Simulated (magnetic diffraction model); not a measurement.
**Tm₂V₂HgO₇: what an assumed order does to the neutron pattern**

Space group Cm (no. 8), a = 6.8450 Å, b = 10.1310 Å, c = 5.6580 Å, β = 98.23°.

| site | atom | x | y | z |
| --- | --- | --- | --- | --- |
| 2a | Hg | 0.0531 | 0 | 0.4053 |
| 4b | Tm | 0.5052 | 0.1754 | 0.5018 |
| 2a | V | 0.7316 | 0 | 0.0964 |
| 2a | V | 0.2636 | 0 | 0.9068 |
| 4b | O | 0.7968 | 0.1485 | 0.3395 |
| 2a | O | 0.0261 | 0 | 0.0404 |
| 2a | O | 0.5633 | 0 | 0.7763 |
| 2a | O | 0.4425 | 0 | 0.2270 |
| 4b | O | 0.1928 | 0.1455 | 0.6399 |

The compound is invented for this exercise: a known structure type with other elements, its cell scaled to their sizes and not relaxed.

Only Tm and V are taken to order (form factors of Tm3+ and V3+); orders and moment sizes are assumed, and not adapted to the symmetry. Radiation: neutrons of λ = 1.594 Å, 2° to 30°; isotropic B of 0.19 Å² (Hg), 0.23 Å² (Tm), 0.3 Å² (V) and 0.35 Å² (O). Simulated constant-wavelength pattern: nuclear and magnetic terms add, the magnetic one as |2.695 fm × Σ f S⊥ exp(2πi Q·r) exp(−B s²)|², summed over all Q at one angle with the factor 1/(sin²θ cos θ). For a modulated order the moment at position r is S exp(−2πi k·r) + c.c., with S = m/2 for a sine wave of amplitude m and S = m(u + iv)/2 for moments turning in a plane, u and v being orthogonal unit vectors in it; the phase factor of the sum at Q = H + k is then exp(2πi H·r). Free-ion form factors, Sears's scattering lengths of 1992, no absorption; a label names one of the reflections at its angle. The strongest nuclear line in the range is 100, and lines under 0.2 are left out.

Assume the order k = (0 0.183 0), moments turning in the plane of [010] and [100], 4.5 μB on Tm and 1.39 μB on V; signs + at (0.5052, 0.1754, 0.5018), − at (0.5052, 0.8246, 0.5018), + at (0.7316, 0, 0.0964), − at (0.2636, 0, 0.9068).

Predict the pattern, nuclear and magnetic parts apart.

```tsv
2θ (°)	index	nuclear	magnetic
15.41	(1 0.817 0)	0.0	26.2
16.27	(1 1 0)	9.1	0.0
16.36	(0 0 1)	100.0	0.0
16.44	(0 1.817 0)	0.0	8.3
16.45	(0 0.183 1)	0.0	1.3
17.25	(1 1.183 0)	0.0	20.6
18.11	(0 2 0)	16.3	0.0
19.78	(0 2.183 0)	0.0	5.6
21.07	(1 0.817 -1)	0.0	18.8
21.72	(1 1 -1)	16.4	0.0
22.47	(1 1.183 -1)	0.0	15.7
23.27	(0 1.817 1)	0.0	12.3
23.94	(1 0.817 1)	0.0	15.6
24.50	(0 2 1)	11.3	0.0
24.52	(1 1 1)	2.1	0.0
25.19	(1 1.183 1)	0.0	13.4
25.78	(0 2.183 1)	0.0	9.3
27.22	(2 0 0)	19.3	0.0
29.06	(1 2.817 0)	0.0	0.7
29.78	(2 0 -1)	14.9	0.0
29.83	(2 0.183 -1)	0.0	0.3
```

The strongest magnetic line in the range is (1 0.817 0) at 15.41° (26.2). On top of the Lorentz factor, which all lines share, magnetic lines fade with angle because f falls: for Tm3+ it is 0.97, 0.87, 0.75 and 0.49 at sin θ/λ = 0.1, 0.2, 0.3 and 0.5 Å⁻¹, while nuclear lengths stay constant. The order has no net moment.

[Logs are printed without paths, hosts, clocks, repeated set-up lines and the standing remarks that a program may print on its own settings, such as how far it seeks lower states.]
